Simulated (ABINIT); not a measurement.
# Quasiparticle gap of SiO2 (P6_222) in ABINIT, part 2 of 3

Wanted: ground state, empty states, screening and self-energy for SiO2 (P6_222).

ABINIT 10.8.3; LDA and many-body steps on it, plane waves. Known limits of the many-body steps: not at the basis limit; coarse k mesh.

So far. Step 2 (Ground state): The gap is indirect, with the least direct gap 0.11 eV higher.

The database entry behind the starting cell is an old determination (1926), so it need not match the best structure at ambient conditions.

### Step 3. Bands along the symmetry lines

Level of this step: DFT, LDA, plane waves, norm-conserving pseudopotentials (ABINIT).

Levels along a band path, at the cheap level, show where the edges lie and whether the meshes to come will hold them.

Input file run.abi:

```
acell 3*1.0 Angstrom
rprim 
  5.013000000017 -0.000000000004 0.000000000000
  -2.506500000005 4.341385349188 0.000000000000
  0.000000000000 0.000000000000 5.470000000000
ntypat 2
znucl 14 8
natom 9
typat 1 1 1 2 2 2 2 2 2
xred 
  0.500000000000 0.500000000000 0.333333333333
  0.000000000000 0.500000000000 0.666666666667
  0.500000000000 0.000000000000 -0.000000000000
  0.197000000000 0.803000000000 0.833333333333
  0.394000000000 0.197000000000 0.166666666667
  0.197000000000 0.394000000000 0.500000000000
  0.803000000000 0.197000000000 0.833333333333
  0.606000000000 0.803000000000 0.166666666667
  0.803000000000 0.606000000000 0.500000000000
pp_dirpath "pseudos"
pseudos "Si.upf, O.upf"
ecut 36
iscf -2
irdden 1
kptopt 0
nkpt 39
kpt 
  0.00000000 0.00000000 0.00000000
  0.12500000 0.00000000 0.00000000
  0.25000000 0.00000000 0.00000000
  0.37500000 0.00000000 0.00000000
  0.50000000 0.00000000 0.00000000
  0.45833333 0.08333333 0.00000000
  0.41666666 0.16666666 0.00000000
  0.37500000 0.25000000 0.00000000
  0.33333333 0.33333333 0.00000000
  0.25000000 0.25000000 0.00000000
  0.16666666 0.16666666 0.00000000
  0.08333333 0.08333333 0.00000000
  0.00000000 0.00000000 0.00000000
  0.00000000 0.00000000 0.12500000
  0.00000000 0.00000000 0.25000000
  0.00000000 0.00000000 0.37500000
  0.00000000 0.00000000 0.50000000
  0.12500000 0.00000000 0.50000000
  0.25000000 0.00000000 0.50000000
  0.37500000 0.00000000 0.50000000
  0.50000000 0.00000000 0.50000000
  0.45833333 0.08333333 0.50000000
  0.41666666 0.16666666 0.50000000
  0.37500000 0.25000000 0.50000000
  0.33333333 0.33333333 0.50000000
  0.25000000 0.25000000 0.50000000
  0.16666666 0.16666666 0.50000000
  0.08333333 0.08333333 0.50000000
  0.00000000 0.00000000 0.50000000
  0.50000000 0.00000000 0.50000000
  0.50000000 0.00000000 0.37500000
  0.50000000 0.00000000 0.25000000
  0.50000000 0.00000000 0.12500000
  0.50000000 0.00000000 0.00000000
  0.33333333 0.33333333 0.50000000
  0.33333333 0.33333333 0.37500000
  0.33333333 0.33333333 0.25000000
  0.33333333 0.33333333 0.12500000
  0.33333333 0.33333333 0.00000000
istwfk *1
nband 37
nbdbuf 8
tolwfr 1e-07
nstep 50
prtwf 0
prtvol 0
indata_prefix "in"
outdata_prefix "out"
tmpdata_prefix "tmp"
```

Launch:

```console
$ OMP_NUM_THREADS=1 mpirun -n 4 abinit run.abi > log
```

Numbers of over 12 decimals in the logs are rounded to 6 here.

Log:

```text
.Version 10.8.3 of ABINIT. v10.8.2 released Aug 2026.

 Symmetries : space group P6_2 2 2 (#180); Bravais hP (primitive hexag.)
[... echo of the input left out ...]
== DATASET  1 ==================================================================
-   mpi_nproc: 4, omp_nthreads: 1 (-1 if OMP is not activated)

--- !DatasetInfo
iteration_state: {dtset: 1, }
dimensions: {natom: 9, nkpt: 39, mband: 37, nsppol: 1, nspinor: 1, nspden: 1, mpw: 8320, }
cutoff_energies: {ecut:  36.0, pawecutdg:  -1.0, }
electrons: {nelect:   4.80000000E+01, charge:   0.00000000E+00, occopt:   1.00000000E+00, tsmear:   1.00000000E-02, }

 Real(R)+Recip(G) space primitive vectors, cartesian coordinates (Bohr,Bohr^-1):
 R(1)=  9.4731971  0.0000000  0.0000000  G(1)=  0.1055610  0.0609457  0.0000000
 R(2)= -4.7365985  8.2040293  0.0000000  G(2)=  0.0000000  0.1218913  0.0000000
 R(3)=  0.0000000  0.0000000 10.3368019  G(3)=  0.0000000  0.0000000  0.0967417
 Unit cell volume ucvol=  8.0335957E+02 bohr^3
 Angles (23,13,12)=  9.00000000E+01  9.00000000E+01  1.20000000E+02 degrees

 getcut: wavevector=  0.0000  0.0000  0.0000  ngfft=  54  54  60
         ecut(hartree)=     36.000   => boxcut(ratio)=   2.11096

--- Pseudopotential description ------------------------------------------------
- Si Generated using ONCVPSP code by D. R. Hamann
- 14.00000   4.00000  180309                  znucl, zion, pspdat
12 -1012 2 -1 1510                            pspcod,pspxc,lmax,lloc,mmax
     nproj     2     2     2
  pspatm : epsatm=    6.67003958
         --- l  ekb(1:nproj) -->
             0    5.565958    0.856966
             1    2.726111    0.629828
             2   -2.124804   -0.444604
 pspatm: atomic psp has been read  and splines computed

- O Generated using ONCVPSP code by D. R. Hamann
-  8.00000   6.00000  201201                  znucl, zion, pspdat
12 -1012 2 -1 926                             pspcod,pspxc,lmax,lloc,mmax
     nproj     2     2     1
  pspatm : epsatm=    6.27558587
         --- l  ekb(1:nproj) -->
[...]
2   -1.033686
 pspatm: atomic psp has been read  and splines computed

--------------------------------------------------------------------------------

================================================================================
 prteigrs : about to open file out_EIG
 Non-SCF case, kpt    1 (  0.00000  0.00000  0.00000), residuals and eigenvalues=
  2.79E-08  5.18E-08  7.31E-08  1.28E-08  7.13E-08  5.30E-08  3.70E-08  7.02E-08
  2.36E-08  3.42E-08  4.00E-08  7.02E-08  5.68E-08  6.89E-08  9.16E-08  4.14E-08
  4.41E-08  6.60E-08  5.96E-08  1.89E-08  4.08E-08  3.86E-08  7.16E-08  3.12E-08
[...]
8.40E-05  6.90E-05  5.51E-04  2.58E-04  7.72E-05
 -7.0762E-01 -6.5060E-01 -6.5060E-01 -6.3092E-01 -6.3092E-01 -6.2268E-01
 -3.1345E-01 -3.1345E-01 -2.2957E-01 -1.9573E-01 -1.9125E-01 -1.9125E-01
[...]
4.7028E-01

--- !ResultsGS
iteration_state: {dtset: 1, }
comment   : Summary of ground state results
lattice_vectors:
- [  9.4731971,  -0.0000000,   0.0000000, ]
- [ -4.7365985,   8.2040293,   0.0000000, ]
- [  0.0000000,   0.0000000,  10.3368019, ]
lattice_lengths: [   9.47320,    9.47320,   10.33680, ]
lattice_angles: [ 90.000,  90.000, 120.000, ] # degrees, (23, 13, 12)
lattice_volume:   8.0335957E+02
convergence: {deltae:  0.000E+00, res2:  0.000E+00, residm:  9.983E-08, diffor:  0.000E+00, }
etotal    :  -1.12296457E+02
entropy   :   0.00000000E+00
fermie    :  -6.65673034E-03
cartesian_stress_tensor: null
pressure_GPa: null
xred      :
- [  5.0000E-01,   5.0000E-01,   3.3333E-01, Si]
- [  2.8807E-17,   5.0000E-01,   6.6667E-01, Si]
- [  5.0000E-01,   1.8504E-17,   7.4015E-17, Si]
- [  1.9700E-01,   8.0300E-01,   8.3333E-01,  O]
- [  3.9400E-01,   1.9700E-01,   1.6667E-01,  O]
- [  1.9700E-01,   3.9400E-01,   5.0000E-01,  O]
- [  8.0300E-01,   1.9700E-01,   8.3333E-01,  O]
- [  6.0600E-01,   8.0300E-01,   1.6667E-01,  O]
- [  8.0300E-01,   6.0600E-01,   5.0000E-01,  O]
cartesian_forces: null
force_length_stats: {min: null, max: null, mean: null, }

 Integrated electronic density in atomic spheres:
 ------------------------------------------------
 Atom  Sphere_radius  Integrated_density
[...]
================================================================================

 ----iterations are completed or convergence reached----

 Mean square residual over all n,k,spin=   47.625E-09; max=  99.826E-09
 reduced coordinates (array xred) for    9 atoms
[...]
0.606000000000      0.803000000000      0.166666666667
       0.803000000000      0.606000000000      0.500000000000

 cartesian coordinates (angstrom) at end:
    1      1.253250     2.170693     1.823333
    2     -1.253250     2.170693     3.646667
    3      2.506500    -2e-12     0.000000
[...]
8      1.025159     3.486132     0.911667
    9      2.506500     2.630880     2.735000
 length scales=  1.889726125908  1.889726125908  1.889726125908 bohr
              =  1.000000000000  1.000000000000  1.000000000000 angstroms
 prteigrs : about to open file out_EIG
 Eigenvalues (hartree) for nkpt=  39  k points:
 kpt#   1, nband= 37, wtk=  1.00000, kpt=  0.0000  0.0000  0.0000 (reduced coord)
[...]
kpt#   2, nband= 37, wtk=  1.00000, kpt=  0.1250  0.0000  0.0000 (reduced coord)
[...]
kpt#   3, nband= 37, wtk=  1.00000, kpt=  0.2500  0.0000  0.0000 (reduced coord)
[...]
kpt#  38, nband= 37, wtk=  1.00000, kpt=  0.3333  0.3333  0.1250 (reduced coord)
[...]
0.39657    0.43769    0.44122    0.44453    0.46837
 kpt#  39, nband= 37, wtk=  1.00000, kpt=  0.3333  0.3333  0.0000 (reduced coord)
[...]
-0.08006   -0.08006   -0.07186   -0.05681   -0.05681   -0.02236   -0.02236   -0.00994
   0.28740    0.28740    0.32037    0.32687    0.35879    0.35879    0.39113    0.39113
   0.40423    0.43450    0.44010    0.46925    0.47028

== END DATASET(S) ==============================================================
================================================================================

 -outvars: echo values of variables after computation  --------
            nband          37
             nkpt          39
          spgroup         180
 [... the other variables as echoed above ...]

 Calculation completed.
```

Elapsed: 64 s, on 4 MPI ranks of Arm Neoverse V1, shared host; peak memory 0.49 GiB.

Numbers from this step:

```yaml
gap: 5.373 eV
k_of_the_valence_top: 0, 0, 0.5
k_of_the_conduction_bottom: 0, 0, 0
least_direct_gap: 5.488 eV
```

The gap is 5.373 eV, as in the run before at this level.

Electronic bands along the path, in eV, zero at the top of the highest filled band:

```csv
point,band 21,band 22,band 23,band 24,band 25,band 26,band 27,band 28
Γ,-1.15,-0.50,-0.50,-0.11,5.37,8.64,8.64,9.40
halfway,-1.14,-0.54,-0.37,-0.20,6.19,8.65,9.08,9.12
M,-1.20,-0.87,-0.39,-0.01,7.36,8.29,9.12,9.30
halfway,-1.26,-0.66,-0.36,-0.05,7.55,8.28,8.95,9.16
K,-1.36,-0.43,-0.43,-0.09,8.00,8.00,8.90,9.08
halfway,-1.01,-0.70,-0.28,-0.20,6.42,8.75,8.89,9.12
Γ,-1.15,-0.50,-0.50,-0.11,5.37,8.64,8.64,9.40
halfway,-1.06,-0.55,-0.10,-0.07,5.94,8.32,8.35,9.46
A,-1.39,-0.32,0.00,0.00,7.21,7.21,8.11,9.92
halfway,-1.12,-0.46,-0.27,-0.17,7.65,7.76,8.73,9.49
L,-0.88,-0.71,-0.62,-0.40,8.26,8.76,9.13,9.13
halfway,-0.89,-0.71,-0.69,-0.46,8.36,8.78,8.85,9.14
H,-0.92,-0.83,-0.64,-0.64,8.49,8.80,8.80,9.05
halfway,-1.08,-0.51,-0.32,-0.23,7.79,7.90,8.89,9.34
A,-1.39,-0.32,0.00,0.00,7.21,7.21,8.11,9.92
jump to L,-0.88,-0.71,-0.62,-0.40,8.26,8.76,9.13,9.13
halfway,-1.15,-0.80,-0.44,-0.18,7.65,8.52,9.17,9.40
M,-1.20,-0.87,-0.39,-0.01,7.36,8.29,9.12,9.30
jump to H,-0.92,-0.83,-0.64,-0.64,8.49,8.80,8.80,9.05
halfway,-1.09,-0.60,-0.47,-0.26,8.10,8.28,9.16,9.30
K,-1.36,-0.43,-0.43,-0.09,8.00,8.00,8.90,9.08
```

### Step 4. Empty states on the mesh, 3×3×2 mesh, 205 bands

The sums over transitions need many empty states on a uniform mesh; this step solves for them.

Input file run.abi:

```
acell 3*1.0 Angstrom
rprim 
  5.013000000017 -0.000000000004 0.000000000000
  -2.506500000005 4.341385349188 0.000000000000
  0.000000000000 0.000000000000 5.470000000000
ntypat 2
znucl 14 8
natom 9
typat 1 1 1 2 2 2 2 2 2
xred 
  0.500000000000 0.500000000000 0.333333333333
  0.000000000000 0.500000000000 0.666666666667
  0.500000000000 0.000000000000 -0.000000000000
  0.197000000000 0.803000000000 0.833333333333
  0.394000000000 0.197000000000 0.166666666667
  0.197000000000 0.394000000000 0.500000000000
  0.803000000000 0.197000000000 0.833333333333
  0.606000000000 0.803000000000 0.166666666667
  0.803000000000 0.606000000000 0.500000000000
pp_dirpath "pseudos"
pseudos "Si.upf, O.upf"
ecut 36
ngkpt 3 3 2
nshiftk 1
shiftk 0 0 0
kptopt 1
chksymbreak 0
iscf -2
irdden 1
istwfk *1
nband 205
nbdbuf 18
tolwfr 1e-09
nstep 60
prtvol 0
indata_prefix "in"
outdata_prefix "out"
tmpdata_prefix "tmp"
```

Log:

```text
.Version 10.8.3 of ABINIT. v10.8.2 released Aug 2026.

 Symmetries : space group P6_2 2 2 (#180); Bravais hP (primitive hexag.)
[... echo of the input left out ...]
== DATASET  1 ==================================================================
-   mpi_nproc: 4, omp_nthreads: 1 (-1 if OMP is not activated)

--- !DatasetInfo
iteration_state: {dtset: 1, }
dimensions: {natom: 9, nkpt: 6, mband: 205, nsppol: 1, nspinor: 1, nspden: 1, mpw: 8320, }
cutoff_energies: {ecut:  36.0, pawecutdg:  -1.0, }
electrons: {nelect:   4.80000000E+01, charge:   0.00000000E+00, occopt:   1.00000000E+00, tsmear:   1.00000000E-02, }

 Real(R)+Recip(G) space primitive vectors, cartesian coordinates (Bohr,Bohr^-1):
 R(1)=  9.4731971  0.0000000  0.0000000  G(1)=  0.1055610  0.0609457  0.0000000
 R(2)= -4.7365985  8.2040293  0.0000000  G(2)=  0.0000000  0.1218913  0.0000000
 R(3)=  0.0000000  0.0000000 10.3368019  G(3)=  0.0000000  0.0000000  0.0967417
 Unit cell volume ucvol=  8.0335957E+02 bohr^3
 Angles (23,13,12)=  9.00000000E+01  9.00000000E+01  1.20000000E+02 degrees

 getcut: wavevector=  0.0000  0.0000  0.0000  ngfft=  54  54  60
         ecut(hartree)=     36.000   => boxcut(ratio)=   2.11096

--- Pseudopotential description ------------------------------------------------
- Si Generated using ONCVPSP code by D. R. Hamann
- 14.00000   4.00000  180309                  znucl, zion, pspdat
12 -1012 2 -1 1510                            pspcod,pspxc,lmax,lloc,mmax
     nproj     2     2     2
  pspatm : epsatm=    6.67003958
         --- l  ekb(1:nproj) -->
             0    5.565958    0.856966
             1    2.726111    0.629828
             2   -2.124804   -0.444604
 pspatm: atomic psp has been read  and splines computed

- O Generated using ONCVPSP code by D. R. Hamann
-  8.00000   6.00000  201201                  znucl, zion, pspdat
12 -1012 2 -1 926                             pspcod,pspxc,lmax,lloc,mmax
     nproj     2     2     1
  pspatm : epsatm=    6.27558587
         --- l  ekb(1:nproj) -->
[...]
2   -1.033686
 pspatm: atomic psp has been read  and splines computed

--------------------------------------------------------------------------------

================================================================================
 prteigrs : about to open file out_EIG
 Non-SCF case, kpt    1 (  0.00000  0.00000  0.00000), residuals and eigenvalues=
  3.90E-10  5.28E-10  8.04E-10  1.98E-10  5.89E-10  7.81E-10  3.58E-10  8.87E-10
  3.98E-10  2.97E-10  2.09E-10  3.13E-10  2.39E-10  4.45E-11  1.28E-10  1.43E-10
  1.60E-10  1.52E-10  2.04E-10  2.21E-10  7.09E-10  6.83E-11  2.24E-10  1.50E-10
[...]
9.17E-05  1.65E-04  1.25E-04  5.07E-04  3.72E-04
 -7.0762E-01 -6.5060E-01 -6.5060E-01 -6.3092E-01 -6.3092E-01 -6.2268E-01
 -3.1345E-01 -3.1345E-01 -2.2957E-01 -1.9573E-01 -1.9125E-01 -1.9125E-01
 -1.2301E-01 -1.0838E-01 -1.0838E-01 -9.9664E-02 -6.7400E-02 -6.7400E-02
[...]
2.5034E+00  2.5132E+00  2.5132E+00  2.5533E+00  2.5616E+00  2.5616E+00
  2.5896E+00  2.6314E+00  2.6315E+00  2.6387E+00  2.6532E+00  2.6544E+00
  2.6793E+00
 prteigrs : prtvol=0 or 1, do not print more k-points.

--- !ResultsGS
iteration_state: {dtset: 1, }
comment   : Summary of ground state results
lattice_vectors:
- [  9.4731971,  -0.0000000,   0.0000000, ]
- [ -4.7365985,   8.2040293,   0.0000000, ]
- [  0.0000000,   0.0000000,  10.3368019, ]
lattice_lengths: [   9.47320,    9.47320,   10.33680, ]
lattice_angles: [ 90.000,  90.000, 120.000, ] # degrees, (23, 13, 12)
lattice_volume:   8.0335957E+02
convergence: {deltae:  0.000E+00, res2:  0.000E+00, residm:  9.925E-10, diffor:  0.000E+00, }
etotal    :  -1.12296457E+02
entropy   :   0.00000000E+00
fermie    :  -6.65673034E-03
cartesian_stress_tensor: null
pressure_GPa: null
xred      :
- [  5.0000E-01,   5.0000E-01,   3.3333E-01, Si]
- [  2.8807E-17,   5.0000E-01,   6.6667E-01, Si]
- [  5.0000E-01,   1.8504E-17,   7.4015E-17, Si]
- [  1.9700E-01,   8.0300E-01,   8.3333E-01,  O]
- [  3.9400E-01,   1.9700E-01,   1.6667E-01,  O]
- [  1.9700E-01,   3.9400E-01,   5.0000E-01,  O]
- [  8.0300E-01,   1.9700E-01,   8.3333E-01,  O]
- [  6.0600E-01,   8.0300E-01,   1.6667E-01,  O]
- [  8.0300E-01,   6.0600E-01,   5.0000E-01,  O]
cartesian_forces: null
force_length_stats: {min: null, max: null, mean: null, }

 Integrated electronic density in atomic spheres:
 ------------------------------------------------
 Atom  Sphere_radius  Integrated_density
[...]
================================================================================

 ----iterations are completed or convergence reached----

 Mean square residual over all n,k,spin=   34.593E-11; max=  99.253E-11
 reduced coordinates (array xred) for    9 atoms
[...]
0.606000000000      0.803000000000      0.166666666667
       0.803000000000      0.606000000000      0.500000000000

 cartesian coordinates (angstrom) at end:
    1      1.253250     2.170693     1.823333
    2     -1.253250     2.170693     3.646667
    3      2.506500    -2e-12     0.000000
[...]
8      1.025159     3.486132     0.911667
    9      2.506500     2.630880     2.735000
 length scales=  1.889726125908  1.889726125908  1.889726125908 bohr
              =  1.000000000000  1.000000000000  1.000000000000 angstroms
 prteigrs : about to open file out_EIG
 Eigenvalues (hartree) for nkpt=   6  k points:
 kpt#   1, nband=205, wtk=  0.05556, kpt=  0.0000  0.0000  0.0000 (reduced coord)
[...]
2.45794    2.46719    2.46719    2.46733    2.48691    2.49338    2.49338    2.50343
   2.50343    2.51319    2.51319    2.55334    2.56165    2.56165    2.58957    2.63137
   2.63153    2.63873    2.65317    2.65438    2.67934
 prteigrs : prtvol=0 or 1, do not print more k-points.

== END DATASET(S) ==============================================================
================================================================================

 -outvars: echo values of variables after computation  --------
            nband         205
             nkpt           6
          spgroup         180
 [... the other variables as echoed above ...]

 Calculation completed.
```

Elapsed: 2.8 min, on 4 MPI ranks; peak memory 0.51 GiB; 11 min of CPU time.

Numbers from this step:

```yaml
gap: 5.373 eV
k_of_the_valence_top: 0, 0, 0.5
k_of_the_conduction_bottom: 0, 0, 0
least_direct_gap: 5.488 eV
k_points_computed: 6
lowest_point_of_the_top_converged_band_above_the_valence_top: 66.5291 eV
```

On this mesh the gap is 5.373 eV.

(Part 2 of 3 ends here.)

[Paths, hosts, dates, memory and timing lines, banners, echoed tables and standing remarks are left out of the program output.]

[Logs are printed without paths, hosts, clocks, repeated set-up lines and the standing remarks that a program may print on its own settings, such as how far it seeks lower states.]

[Runs of the session that timed out or met a known fault of the program may be left out.]

[Hosts, paths, dates, database ids (printed as entryN), source tags and the programs' standing remarks are cut or masked in the printed files.]

[G0W0 gaps are taken among the corrected bands and points alone; a level outside them can change the order at an edge.]

[Where Ansatz stands beside ABINIT at settings called matched, ABINIT's density can come from a denser mesh and the files from another edition; pairs whose starting gaps differed by over 0.03 eV were left out, so agreement reads better than it is.]
